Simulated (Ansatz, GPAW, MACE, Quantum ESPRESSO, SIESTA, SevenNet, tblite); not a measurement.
## HfO2(111) slab (54 atoms): runs against a plane-wave reference

The cell holds 54 atoms: 18 Hf and 36 O. Cell: a = 10.776 Å, b = 7.184 Å, c = 17.332 Å, α = 90.0°, β = 90.0°, γ = 120.0°. It derives from HfO2 (fluorite-type). Fluorite-type HfO2 (a = 5.08 Å), (111) slab of 3 repeat layers, 3 x 2 surface cells, 10 Å of vacuum; not relaxed, displaced by a Gaussian of 0.02 Å. Then every atom was moved at random, 0.05 Å r.m.s. a Cartesian component. Vacuum lies along c.

Geometry: as built.

The reference, a calculation:

| Item | Value |
| --- | --- |
| method | Kohn-Sham DFT, PBE, SSSP efficiency 1.3.0 pseudopotentials, plane waves (Quantum ESPRESSO 7.5); sssp-pbe-1.3.0-efficiency, cutoffs 60/480 Ry, Γ point |
| r.m.s. force component | 0.873 eV/Å |
| longest force | 3.096 eV/Å |
| gap (highest filled to lowest empty level) | 3.481 eV |
| time | 3.9 min on 4 MPI ranks of Arm Neoverse V1, shared host |
| CPU time | 15 min |

Q: Estimate the differences from the reference, the CPU time and the memory of each run.
- SevenNet 0 potential (SevenNet 0; 1 thread)
- SevenNet l3i5 potential (SevenNet l3i5; 1 thread)
- SIESTA PBE, DZ, shift 0.01 Ry, mesh 500 Ry (SIESTA 5.4.2; 1 thread)
- GPAW PBE, LCAO szp(dzp), h 0.18 Å (GPAW 26.7.0; 1 thread)
- SIESTA revPBE, PBE potentials, DZP, shift 0.01 Ry, mesh 500 Ry (SIESTA 5.4.2; 2 MPI ranks)
- SIESTA PBE, SZP, shift 0.01 Ry, mesh 500 Ry (SIESTA 5.4.2; 1 thread)
- GPAW PBE, LCAO dzp, h 0.28 Å (GPAW 26.7.0; 1 thread)
- SIESTA PBE, DZP, shift 0.01 Ry, mesh 150 Ry (SIESTA 5.4.2; 1 thread)
- SIESTA PBE, DZP, shift 0.01 Ry, mesh 500 Ry (SIESTA 5.4.2; 2 MPI ranks)
- GPAW PBE, LCAO dzp, h 0.18 Å (GPAW 26.7.0; 1 thread)

Differences are against the plane-wave reference, forces as r.m.s. over components; share is that over the reference's r.m.s. force, slope the least-squares factor from reference forces to these. Total energies of different programs have different zeros and aren't compared.

```csv
run,"Δ force, r.m.s. (meV/Å)",share (%),slope,Δ gap (eV),cores,CPU time,memory (GiB)
reference,-,-,-,-,4,15 min,2.9
SevenNet 0 potential,94.4,10.8,0.961,-,1,10 s,0.75
SevenNet l3i5 potential,92.0,10.5,0.986,-,1,12 s,1.1
"SIESTA PBE, DZ, shift 0.01 Ry, mesh 500 Ry (coarse)",191,21.9,1.095,-0.355,1,2.2 min,0.94
"GPAW PBE, LCAO szp(dzp), h 0.18 Å (coarse)",289,33.1,1.171,-0.480,1,2.6 min,1.4
"SIESTA revPBE, PBE potentials, DZP, shift 0.01 Ry, mesh 500 Ry",158,18.1,1.107,-0.168,2,3.9 min,1.5
"SIESTA PBE, SZP, shift 0.01 Ry, mesh 500 Ry (coarse)",182,20.8,1.092,-0.480,1,3 min,1.1
"GPAW PBE, LCAO dzp, h 0.28 Å (coarse)",1872,215,1.317,-0.184,1,91 s,0.53
"SIESTA PBE, DZP, shift 0.01 Ry, mesh 150 Ry (coarse)",142,16.3,1.091,-0.226,1,52 s,0.41
"SIESTA PBE, DZP, shift 0.01 Ry, mesh 500 Ry",135,15.5,1.093,-0.226,2,4 min,1.5
"GPAW PBE, LCAO dzp, h 0.18 Å",199,22.8,1.129,-0.153,1,4.2 min,1.5
```

Rows marked coarse were listed beforehand as settings not expected to be converged; some can still land near the reference.

Times of the machine-learned potentials are mostly Python's start and the loading of weights.

CPU time is summed over cores on a shared host, where runs went side by side, so it is rough. Symmetry, cutoffs, thresholds, outputs and thread counts weren't matched or tuned between programs; memory under MPI is the largest rank's times the ranks.

The PBE runs in local orbitals, coarse settings apart, differ by 15 % (SIESTA PBE, DZP, shift 0.01 Ry, mesh 500 Ry) to 23 % (GPAW PBE, LCAO dzp, h 0.18 Å); basis, grid and potentials can all enter. Machine-learned potentials differ by 11 % in each run; they were trained on other programs' data. Rows with another functional or a dispersion term differ by 18 % (SIESTA revPBE, PBE potentials, DZP, shift 0.01 Ry, mesh 500 Ry), which mixes the change of model with differences of basis and potentials, some of them made for another functional. Runs with settings chosen to be coarse differ by 16 % (SIESTA PBE, DZP, shift 0.01 Ry, mesh 150 Ry) to 215 % (GPAW PBE, LCAO dzp, h 0.28 Å), their programs' other errors included. Machine-learned potentials mimic data converged in k, so the reference's own k-point error enters their differences. The electronic-structure runs sample only Γ, in a cell whose shortest periodic width is 6 Å.

[Logs are printed without paths, hosts, clocks, repeated set-up lines and the standing remarks that a program may print on its own settings, such as how far it seeks lower states.]

[Hosts, paths, dates, database ids (printed as entryN), source tags and the programs' standing remarks are cut or masked in the printed files.]
